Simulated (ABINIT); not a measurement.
# GaN (F-43m): G0W0 with ABINIT, start to end

How does a plane-wave GW calculation on GaN (F-43m) run from the first input to the gap?

Program: ABINIT 10.8.3. Level of theory: LDA and many-body steps on it, plane waves. Results are calculated unless marked as measured.

**Experimental background.**

- Gap 3.23 eV: absorption onset (direct gap at Gamma) of unexcited film, from imaginary part of dielectric function; spectroscopic ellipsometry (steady-state reference of time-resolved measurement); 300 K; film on 3C-SiC/Si(001) (“Femtosecond pump-probe absorption edge spectroscopy of cubic GaN”, 2022, arxiv:2206.02223).

**1. The structure**

The structure is cubic, space group F-43m (No. 216). Conventional cell: a = 4.507 Å, b = 4.507 Å, c = 4.507 Å, α = 90.00°, β = 90.00°, γ = 90.00°. Nearest to Ga lie 4 N at 1.95 Å. Nearest to N lie 4 Ga at 1.95 Å. Farther neighbours and most contacts between anions are not listed.

Coordinates:

```cif
data_structure
_symmetry_space_group_name_H-M 'F-43m'
_symmetry_Int_Tables_number 216
_cell_length_a 4.5070
_cell_length_b 4.5070
_cell_length_c 4.5070
_cell_angle_alpha 90.000
_cell_angle_beta 90.000
_cell_angle_gamma 90.000
_cell_volume 91.55
loop_
_atom_site_label
_atom_site_type_symbol
_atom_site_symmetry_multiplicity
_atom_site_Wyckoff_symbol
_atom_site_fract_x
_atom_site_fract_y
_atom_site_fract_z
_atom_site_occupancy
Ga1 Ga 4 a 0.00000 0.00000 0.00000 1
N1 N 4 c 0.25000 0.25000 0.25000 1
```

The cell and positions are those that the Materials Project relaxed with its own functionals (PBE, PBE+U or r2SCAN), kept fixed. This is not the form that GaN usually takes at ambient conditions.

**2. Ground state**

This step: ABINIT 10.8.3; DFT, LDA, plane waves, norm-conserving pseudopotentials.

The ground-state density comes first.

Contents of run.abi:

```
acell 3*1.0 Angstrom
rprim 
  0.000000000000 2.253500607500 2.253500607500
  2.253500607500 0.000000000000 2.253500607500
  2.253500607500 2.253500607500 0.000000000000
ntypat 2
znucl 31 7
natom 2
typat 1 2
xred 
  0.000000000000 0.000000000000 0.000000000000
  0.750000000000 0.750000000000 0.750000000000
pp_dirpath "pseudos"
pseudos "Ga.upf, N.upf"
ecut 45
ngkpt 8 8 8
nshiftk 1
shiftk 0 0 0
kptopt 1
chksymbreak 0
nband 18
occopt 1
tolvrs 1e-10
nstep 60
prtwf 0
optforces 0
optstress 0
indata_prefix "in"
outdata_prefix "out"
tmpdata_prefix "tmp"
```

On the command line:

```sh
$ OMP_NUM_THREADS=1 mpirun -n 4 abinit run.abi > log
```

Numbers of over 12 decimals in the logs are rounded to 6 here.

Log:

```text
.Version 10.8.3 of ABINIT. v10.8.2 released Aug 2026.

 Symmetries : space group F-4 3 m (#216); Bravais cF (face-center cubic)
================================================================================
 Values of the parameters that define the memory need of the present run
     intxc =       0    ionmov =       0      iscf =       7    lmnmax =       6
     lnmax =       6     mgfft =      40  mpssoang =       3    mqgrid =    3001
     natom =       2  nloc_mem =       1    nspden =       1   nspinor =       1
    nsppol =       1      nsym =      24    n1xccc =    2501    ntypat =       2
    occopt =       1   xclevel =       1
-    mband =          18        mffmem =           1         mkmem =           8
       mpw =        2245          nfft =       64000          nkpt =          29
================================================================================
  Rough estimation (10% accuracy) of disk space for files :
================================================================================

--------------------------------------------------------------------------------
------------- Echo of variables that govern the present computation ------------
--------------------------------------------------------------------------------
 -outvars: echo values of preprocessed input variables --------
            acell      1.8897261259E+00  1.8897261259E+00  1.8897261259E+00 Bohr

      chksymbreak           0
             ecut      4.50000000E+01 Hartree
-          fftalg         312

              ixc       -1012
              kpt      0.00000000E+00  0.00000000E+00  0.00000000E+00
                       1.25000000E-01  0.00000000E+00  0.00000000E+00
                       2.50000000E-01  0.00000000E+00  0.00000000E+00
                       3.75000000E-01  0.00000000E+00  0.00000000E+00
                       5.00000000E-01  0.00000000E+00  0.00000000E+00
                       1.25000000E-01  1.25000000E-01  0.00000000E+00
                       2.50000000E-01  1.25000000E-01  0.00000000E+00
                       3.75000000E-01  1.25000000E-01  0.00000000E+00
                       5.00000000E-01  1.25000000E-01  0.00000000E+00
   [... 18 further rows ...]
                      -3.75000000E-01  5.00000000E-01  1.25000000E-01
                      -2.50000000E-01  5.00000000E-01  2.50000000E-01
         kptrlatt        8    0    0      0    8    0      0    0    8
          kptrlen      4.81794160E+01
P           mkmem           8
            natom           2
            nband          18
            ngfft          40      40      40
             nkpt          29
            nstep          60
             nsym          24
           ntypat           2
              occ      2.000000  2.000000  2.000000  2.000000  2.000000  2.000000
                       2.000000  2.000000  2.000000  2.000000  2.000000  2.000000
                       2.000000  0.000000  0.000000  0.000000  0.000000  0.000000
        optforces           0
        optstress           0
            prtwf           0
            rprim      0.0000000000E+00  2.2535006075E+00  2.2535006075E+00
[...]
spgroup         216

           tolvrs      1.00000000E-10

             xred      0.0000000000E+00  0.0000000000E+00  0.0000000000E+00
[...]
znucl       31.00000    7.00000

================================================================================

 chkinp: Checking input parameters for consistency.

================================================================================
== DATASET  1 ==================================================================
-   mpi_nproc: 4, omp_nthreads: 1 (-1 if OMP is not activated)

--- !DatasetInfo
iteration_state: {dtset: 1, }
dimensions: {natom: 2, nkpt: 29, mband: 18, nsppol: 1, nspinor: 1, nspden: 1, mpw: 2245, }
cutoff_energies: {ecut:  45.0, pawecutdg:  -1.0, }
electrons: {nelect:   2.60000000E+01, charge:   0.00000000E+00, occopt:   1.00000000E+00, tsmear:   1.00000000E-02, }

 Real(R)+Recip(G) space primitive vectors, cartesian coordinates (Bohr,Bohr^-1):
 R(1)=  0.0000000  4.2584990  4.2584990  G(1)= -0.1174123  0.1174123  0.1174123
 R(2)=  4.2584990  0.0000000  4.2584990  G(2)=  0.1174123 -0.1174123  0.1174123
 R(3)=  4.2584990  4.2584990  0.0000000  G(3)=  0.1174123  0.1174123 -0.1174123
 Unit cell volume ucvol=  1.5445417E+02 bohr^3
 Angles (23,13,12)=  6.00000000E+01  6.00000000E+01  6.00000000E+01 degrees

 getcut: wavevector=  0.0000  0.0000  0.0000  ngfft=  40  40  40
         ecut(hartree)=     45.000   => boxcut(ratio)=   2.19947

--- Pseudopotential description ------------------------------------------------
- Ga Generated using ONCVPSP code by D. R. Hamann
- 31.00000  21.00000  180309                  znucl, zion, pspdat
12 -1012 2 -1 1858                            pspcod,pspxc,lmax,lloc,mmax
     nproj     2     2     2
  pspatm : epsatm=   21.89818218
         --- l  ekb(1:nproj) -->
[...]
pspatm: atomic psp has been read  and splines computed

- N Generated using ONCVPSP code by D. R. Hamann
-  7.00000   5.00000  180309                  znucl, zion, pspdat
12 -1012 1 -1 1058                            pspcod,pspxc,lmax,lloc,mmax
     nproj     2     2     0
  pspatm : epsatm=    5.30777321
         --- l  ekb(1:nproj) -->
[...]
1   -4.361519   -1.032581
 pspatm: atomic psp has been read  and splines computed

   7.07354840E+02                                ecore*ucvol(ha*bohr**3)
--------------------------------------------------------------------------------

_setup2: Arith. and geom. avg. npw (full set) are    2226.443    2226.425

================================================================================

--- !BeginCycle
iteration_state: {dtset: 1, }
solver: {iscf: 7, nstep: 60, nline: 4, wfoptalg: 0, }
tolerances: {tolvrs: 1.00E-10, }

     iter   Etot(hartree)      deltaE(h)  residm     vres2
 ETOT  1  -257.66536319320    -2.577E+02 6.054E-01 9.603E+02
 ETOT  2  -258.19243751436    -5.271E-01 5.756E-02 9.937E+02
 ETOT  3  -258.34874099150    -1.563E-01 2.531E-02 2.330E+00
 ETOT  4  -258.34907247165    -3.315E-04 9.580E-04 9.977E-01
 ETOT  5  -258.34931177879    -2.393E-04 4.818E-04 2.071E-02
 ETOT  6  -258.34931707826    -5.299E-06 1.103E-04 3.604E-04
 ETOT  7  -258.34931717757    -9.930E-08 5.289E-05 2.207E-05
 ETOT  8  -258.34931718122    -3.656E-09 1.188E-05 1.119E-06
 ETOT  9  -258.34931718153    -3.018E-10 9.046E-06 9.733E-08
 ETOT 10  -258.34931718155    -2.723E-11 6.772E-06 6.403E-11

 At SCF step   10       vres2   =  6.40E-11 < tolvrs=  1.00E-10 =>converged.

--- !ResultsGS
iteration_state: {dtset: 1, }
comment   : Summary of ground state results
lattice_vectors:
- [  0.0000000,   4.2584990,   4.2584990, ]
- [  4.2584990,   0.0000000,   4.2584990, ]
- [  4.2584990,   4.2584990,   0.0000000, ]
lattice_lengths: [   6.02243,    6.02243,    6.02243, ]
lattice_angles: [ 60.000,  60.000,  60.000, ] # degrees, (23, 13, 12)
lattice_volume:   1.5445417E+02
convergence: {deltae: -2.723E-11, res2:  6.403E-11, residm:  6.772E-06, diffor:  0.000E+00, }
etotal    :  -2.58349317E+02
entropy   :   0.00000000E+00
fermie    :   2.38182463E-01
cartesian_stress_tensor: null
pressure_GPa: null
xred      :
- [  0.0000E+00,   0.0000E+00,   0.0000E+00, Ga]
- [  7.5000E-01,   7.5000E-01,   7.5000E-01,  N]
cartesian_forces: null
force_length_stats: {min: null, max: null, mean: null, }

 Integrated electronic density in atomic spheres:
 ------------------------------------------------
 Atom  Sphere_radius  Integrated_density
    1        2.00000         18.90382942
    2        2.00000          5.21039049
================================================================================

 ----iterations are completed or convergence reached----

 Mean square residual over all n,k,spin=   15.671E-09; max=  67.724E-07
 reduced coordinates (array xred) for    2 atoms
       0.000000000000      0.000000000000      0.000000000000
       0.750000000000      0.750000000000      0.750000000000
 rms dE/dt=  0.0000E+00; max dE/dt=  0.0000E+00; dE/dt below (all hartree)
    1       0.000000000000      0.000000000000      0.000000000000
    2       0.000000000000      0.000000000000      0.000000000000

 cartesian coordinates (angstrom) at end:
    1      0.000000     0.000000     0.000000
    2      3.380251     3.380251     3.380251
 length scales=  1.889726125908  1.889726125908  1.889726125908 bohr
              =  1.000000000000  1.000000000000  1.000000000000 angstroms
 prteigrs : about to open file out_EIG
 Fermi (or HOMO) energy (hartree) =   0.23818   Average Vxc (hartree)=  -0.44888
 Eigenvalues (hartree) for nkpt=  29  k points:
 kpt#   1, nband= 18, wtk=  0.00195, kpt=  0.0000  0.0000  0.0000 (reduced coord)
  -4.95898   -3.16412   -3.16412   -3.16412   -0.34194   -0.26273   -0.26273   -0.26273
  -0.25143   -0.25143    0.23818    0.23818    0.23818    0.30259    0.61142    0.61142
   0.61142    0.87394
 prteigrs : prtvol=0 or 1, do not print more k-points.

--- !EnergyTerms
iteration_state     : {dtset: 1, }
comment             : Components of total free energy in Hartree
kinetic             :  1.27387718955105E+02
hartree             :  1.00126548014695E+02
xc                  : -2.83268262913925E+01
Ewald energy        : -1.35314831293648E+02
psp_core            :  4.57970699665774E+00
local_psp           : -2.66322597360935E+02
non_local_psp       : -6.04790362020356E+01
total_energy        : -2.58349317181553E+02
total_energy_eV     : -7.03004305621269E+03
band_energy         : -3.12508209507254E+01

== END DATASET(S) ==============================================================
================================================================================

 -outvars: echo values of variables after computation  --------
           etotal     -2.5834931718E+02
            nband          18
             nkpt          29
          spgroup         216
 [... the other variables as echoed above ...]

 Calculation completed.
```

Wall time 15 s (4 MPI ranks of Arm Neoverse V1, shared host); peak memory 0.29 GiB.

Numbers from this step:

```yaml
total_energy: -7030.0431 eV
gap: 1.753 eV
k_of_the_valence_top: 0, 0, 0
k_of_the_conduction_bottom: 0, 0, 0
least_direct_gap: 1.753 eV
```

The gap is direct, at Γ.

(Continued in part 2 of 3.)

[Paths, hosts, dates, memory and timing lines, banners, echoed tables and standing remarks are left out of the program output.]

[Logs are printed without paths, hosts, clocks, repeated set-up lines and the standing remarks that a program may print on its own settings, such as how far it seeks lower states.]

[Runs of the session that timed out or met a known fault of the program may be left out.]

[No measured gap is set beside runs whose start may be inverted or whose files or cutoffs have a known fault.]

[Hosts, paths, dates, database ids (printed as entryN), source tags and the programs' standing remarks are cut or masked in the printed files.]

[G0W0 gaps are taken among the corrected bands and points alone; a level outside them can change the order at an edge.]

[Where Ansatz stands beside ABINIT at settings called matched, ABINIT's density can come from a denser mesh and the files from another edition; pairs whose starting gaps differed by over 0.03 eV were left out, so agreement reads better than it is.]
